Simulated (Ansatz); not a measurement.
# What TiIn2 (built on the sites of a database entry of HfB2) distorts into, part 3 of 3

Wanted: the energy along a soft mode of TiIn2 (built on the sites of a database entry of HfB2) and the structure at the end.

Ansatz 0.2.0; DFT PBEsol, scalar-relativistic, plane waves, PAW.

So far. Step 5 (Energy along the mode, all amplitudes (two of the runs …): The lowest of the steps tried is at 0.22 Å, 9.53 meV/atom below the parent; the bottom of the well need not coincide with a step. Step 7 (The new phase in its own primitive cell): The largest force component left is 0.90 meV/Å and the pressure is -0.001 GPa, within the tolerances set. The cell now holds 21.06 Å³/atom. The relaxed cell has a, b, c = 7.692, 3.017, 5.445 Å (conventional setting).

The structure was built from a prototype and need not be the compound's stable phase.

**8. Modes of the new phase, k-mesh 4×10×6**

A relaxed structure may still be a saddle point, so its zone-centre modes are computed. No field response is asked, since the mesh shows no gap.

Contents of input.yaml:

```yaml
crystal:
  lattice:
    - [7.6917392077, 0.0, 0.0]
    - [0.0, 3.0169216575, 0.0]
    - [0.0, 0.0, 5.4447732732]
  atoms:
    - { symbol: Ti, position: [0.25, 0.0, 0.3605391261] }
    - { symbol: Ti, position: [0.75, 0.0, 0.6394608739] }
    - { symbol: In, position: [0.0656968543, 0.5, 0.7601183918] }
    - { symbol: In, position: [0.5656968543, 0.5, 0.2398816082] }
    - { symbol: In, position: [0.9343031457, 0.5, 0.2398816082] }
    - { symbol: In, position: [0.4343031457, 0.5, 0.7601183918] }
kpoints:
  mp_grid: { grid: [4, 10, 6] }
hamiltonian:
  xc: pbesol
scf:
  occupations: { method: methfessel_paxton, width: 0.15 }
output:
  eigenvalues: true
phonons:
  method: dfpt
```

Run with:

```bash
> ansatz run input.yaml --threads 8 --pin off --max-ram 14336MiB --backend cpu --events-out ev --progress --plain --runs-dir out
```

Numbers of over 12 decimals in the logs are rounded to 6 here.

Output:

```text
zone centre: on kpoints.mp_grid the ground state, and the responses unless they are solved on pairs of k-points, stand on 84 of the mesh's 240 k-points, reduced under 2 symmetry operations, with k and −k counted as one. Each operation leaves every solved displacement unchanged or reverses it
[...]
Crystal: 6 atoms, lattice volume = 126.348 Å³
Basis set: ecut = 420 eV, 2449 PW (Γ), exchange–correlation on 108×48×80 points (8 copies of the dense FFT grid, shifted against one another)
Bands: 46, of which v1, the nominal top of the filled ones, is band 38 counted from 1 (37 counted from 0)
Symmetry: 8 space group operations
k-points: 84 of 240 (irreducible under 2 space group operations, time reversal used)
[...]
SCF iter   1: F=—  HF=-27049.476412 eV  |F-HF|=—  |Δ(HF+E_count)|=         —  Δρ=7.55e-3  dr2=7.37e-2  ethr=1.77e-3  ⟨swp⟩=6.4  Hψ=15867  notcnv=0
[...]
SCF iter  11: F=-27049.459393 eV  HF=-27049.459393 eV  |F-HF|=7.28e-12  |Δ(HF+E_count)|=    0.00e0  S|Δr|=    0.00e0  Δρ=4.81e-8  dr2=2.95e-12  ethr=1.00e-12  ⟨swp⟩=9.9  Hψ=16835  notcnv=0
SCF 1 converged in 11 iterations: F = -27049.459393 eV  dr2 = 2.95e-12
[...]
DFPT response loops at Γ: preconditioner auto → Kerker (q_TF=auto, 2.507 Å⁻¹) (partly filled bands, converged f_vac=0.000); β = 1.00, the filter's whole step (`scf.mixing.beta` (0.50) is not read by the response loops under this deck's `scf.mixing.preconditioner`; to damp them name `kerker` or `kerker_dos`, under which they read `scf.mixing.beta`, and type it under 1.00, their step now; both keys bind the ground state too); Broyden in place of MSR1
SCF converged after 11 iterations
[...]
Free energy (F): -27049.459393 eV
[...]
Internal energy: -27049.458947 eV  (E = F + TS)
E sigma→0 (E₀):  -27049.459282 eV
Entropy (-TS):   -0.000446 eV (-0.074 meV/atom)
Fermi energy:    12.389526 eV
[...]
--- Band table (eV; the first three rows and the last of 84) ---
  k-point 0: bands = [... 34 lower, 9.6467, 10.3909, 11.5505, 11.9960, 13.4790, 13.7186, 13.9500, 13.9673, ... 4 higher]
  k-point 1: bands = [... 34 lower, 10.4570, 10.8714, 11.5388, 12.0563, 13.1909, 13.5837, 13.7314, 13.9471, ... 4 higher]
  k-point 2: bands = [... 34 lower, 11.5304, 11.5829, 11.8866, 12.2200, 12.8100, 13.1879, 13.7578, 13.9085, ... 4 higher]
  k-point 83: bands = [... 34 lower, 10.0624, 10.0624, 10.8070, 10.8070, 13.1236, 13.1236, 13.3392, 13.3392, ... 4 higher]
--- Phonons (Γ-DFPT): 6 representative perturbations + reference, on 84 of 240 k-points (Σ response iterations 18) ---
  k mesh reduced under 2 symmetry operations, with k and −k counted as one. Each operation leaves every solved displacement unchanged or reverses it
  ASR residual: 2.425e-5 → 0.000e0 eV/Å²; symmetrization residual: 7.946e-6 eV/Å²
  ASR residual per site (eV/Å²): 2.42e-5 2.42e-5 1.55e-5 1.55e-5 1.55e-5 1.55e-5
  Γ frequencies (cm⁻¹): 0.00 0.00 0.00 42.48 52.71 55.04 60.36 64.22 113.77 133.24 154.09 157.62 165.39 167.03 169.90 203.69 214.11 218.06
  non-analytic LO–TO correction: not included (Born effective charges unavailable; polar crystals: no LO–TO splitting at Γ)
```

Elapsed: 2.2 min, on 8 threads of Arm Neoverse N1, shared host; peak memory 2.2 GiB; 14 min of CPU time.

Numbers from this step:

- sum-rule residual before enforcement: 2.42e-5 eV/Å²
- point group: mmm
- highest optical mode at the zone centre (no LO-TO term): 218.1 cm⁻¹
- lowest optical zone-centre mode: 42.48 cm⁻¹

Patterns of degenerate modes are one choice out of their space. Modes at Γ, with each element's share of the kinetic energy:

```
mode  frequency (cm⁻¹)  symmetry  Ti %  In %
   1               0.0  acoustic    17    83
   2               0.0  acoustic    17    83
   3               0.0  acoustic    17    83
   4              42.5       B3u     0   100
   5              52.7       B3g     2    98
   6              55.0       B1g     0   100
   7              60.4       B2g    13    87
   8              64.2        Au     0   100
   9             113.8        Ag    71    29
  10             133.2       B1u    78    22
  11             154.1        Ag     5    95
  12             157.6       B2u    83    17
  13             165.4       B2g     6    94
  14             167.0       B3g    98     2
  15             169.9       B1u     5    95
  16             203.7        Ag    24    76
  17             214.1       B3u    83    17
  18             218.1       B2g    81    19
```

Displacements in mode 4 (42.5 cm⁻¹), the largest set to 1:
```
Ti1 -0.04  0.00  0.00
Ti2 -0.04  0.00  0.00
In3  0.01  0.00  1.00
In4  0.01  0.00 -1.00
In5  0.01  0.00  1.00
In6  0.01  0.00 -1.00
```

Displacements in mode 6 (55.0 cm⁻¹), the largest set to 1:
```
Ti1  0.00  0.00  0.00
Ti2  0.00  0.00  0.00
In3  0.00 -1.00  0.00
In4  0.00 -1.00  0.00
In5  0.00  1.00  0.00
In6  0.00  1.00  0.00
```

Before it was imposed, the acoustic sum rule was missed by 2.4e-5 eV/Å². Small misses are needed for a sound result but don't prove that mesh and cutoff are converged. The lowest optical mode is real, 42.5 cm⁻¹.

**9. What came out**

```json
{
  "unstable mode of the parent": "q = (0, -0.5, 0), 122i cm⁻¹",
  "depth at the lowest point sampled": "9.53 meV/atom",
  "largest atomic shift at that point": "0.22 Å",
  "space group reached (within 0.01 Å)": "Pmma",
  "energy gained over the parent (first relaxation, on the mesh of the frozen mode)": "43.5 meV/atom",
  "volume per atom, phase reached": "21.1 Å³",
  "lowest optical zone-centre mode, phase reached": "42.5 cm⁻¹",
  "highest optical mode at the zone centre (no LO-TO term), phase reached": "218 cm⁻¹"
}
```

Along this mode the structure falls into Pmma, 43.5 meV/atom below the parent. At the parent's cell the well is 9.534 meV/atom deep on the steps tried, with its lowest point at a shift of 0.22 Å. Relaxing atoms and cell changes the gain by +33.98 meV/atom against the lowest step (energies at zero smearing). Most of the total comes from this relaxation. The new phase has no imaginary mode at the zone centre of its cell; other wavevectors were not checked. Of the 2 patterns followed to their end from this parent, this one reaches the lowest energy. Each path keeps the symmetry of its pattern, so a lower phase may lie along a pattern not tried. With no gap, or one that is small against the smearing, the frequencies hang on the k mesh and the smearing, most of all near Kohn anomalies. The starting cell was built on a prototype and not taken from a measurement, so the phase need not exist.

[Logs are printed without paths, hosts, clocks, repeated set-up lines and the standing remarks that a program may print on its own settings, such as how far it seeks lower states.]

[Hosts, paths, dates, database ids (printed as entryN), source tags and the programs' standing remarks are cut or masked in the printed files.]
